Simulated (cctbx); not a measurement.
**Diagnosing a refinement**

Cell a = 11.3580 Å, b = 5.9390 Å, c = 5.0020 Å, α = 90.00°, β = 112.80°, γ = 90.00°; space group C2/c (no. 15).

Simulated single-crystal data (cctbx): Ag Kα, λ = 0.56087 Å, to d = 0.75 Å, 70 % of the full sphere, strongest reflection 20000 counts, noise from counting, a 1.5 % proportional error and a noise floor of 15 counts (s.d.); no absorption.

An anisotropic refinement with weights 1/σ² prints:

```text
Rint 0.014, 385 unique reflections to 0.75 A
cycle     R1     wR2    GooF  max shift (A)
   1  0.0195  0.0377   2.161   0.00658
   2  0.0176  0.0342   1.960   0.00005
final R1 0.0176 wR2 0.0342 GooF 1.960  parameters 24  data/parameter 16.0
atom        x        y        z      Ueq    occ   su(xyz)  su(Uiso or U11)
Tl1    0.75000  0.25000  0.00000   0.0045  1.000  0.00000  0.0001
F1     0.87522  0.62001  0.33383   0.0114  1.000  0.00093  0.0020
F2     0.60290  0.59953  0.15819   0.0154  1.000  0.00098  0.0023
difference map: max 6.22 min -1.21 rms 0.40
Q1    0.0000  0.1702  0.7500    4    6.62  1.97 A from F2
Q2    0.1123  0.0252  0.4931    8    1.12  1.14 A from F2
Q3    0.0181  0.2977  0.0570    8    1.06  1.48 A from F2
Q4    0.0743  0.9915  0.2129    8    1.01  0.81 A from F2
Q5    0.1124  0.5070  0.3663    8    0.93  1.26 A from F1
Q6    0.0000  0.3778  0.2500    4    0.91  2.01 A from F1
```

**Question.** Can this result stand? If not, what is the likely fault?

Mend it. The fault: an atom left out, Li at (0, 0.8235, 1/4). Against the right model at the same level, R1 goes from 0.0079 to 0.0176 and GooF from 0.92 to 1.96 and the top difference peak, 6.6 e/Å³, lies 1.97 Å from F2. Q1 is the missing atom. With scattering power missing, scale and phases suffer, so peaks may also grow on the heavy atoms.

The compound is LiTlF4. The right model at the same level gives:

```text
Rint 0.014, 385 unique reflections to 0.75 A
cycle     R1     wR2    GooF  max shift (A)
   1  0.0115  0.0231   1.335   0.00382
   4  0.0079  0.0160   0.922   0.00033
final R1 0.0079 wR2 0.0160 GooF 0.922  parameters 29  data/parameter 13.3
atom        x        y        z      Ueq    occ   su(xyz)  su(Uiso or U11)
Tl1    0.75000  0.25000  0.00000   0.0045  1.000  0.00000  0.0001
F1     0.87567  0.62014  0.33387   0.0111  1.000  0.00044  0.0009
F2     0.60285  0.59925  0.15880   0.0157  1.000  0.00046  0.0011
Li1    0.00000  0.82622  0.25000   0.0195  1.000  0.00166  0.0044
difference map: max 1.09 min -1.13 rms 0.27
Q1    0.0863  0.0065  0.4633    8    1.13  1.11 A from F2
Q2    0.0851  0.0168  0.7183    8    1.09  0.81 A from F2
Q3    0.1069  0.5109  0.3661    8    1.07  1.27 A from F1
Q4    0.0097  0.3006  0.0320    8    0.92  1.53 A from F1
Q5    0.0854  0.3023  0.9294    8    0.79  1.29 A from Li1
Q6    0.2428  0.0540  0.1348    8    0.78  1.50 A from F1
```

This is a model crystal, built by substitution and not relaxed, with assumed displacement parameters.

[Middle refinement cycles are left out of these outputs.]

[Logs are printed without paths, hosts, clocks, repeated set-up lines and the standing remarks that a program may print on its own settings, such as how far it seeks lower states.]
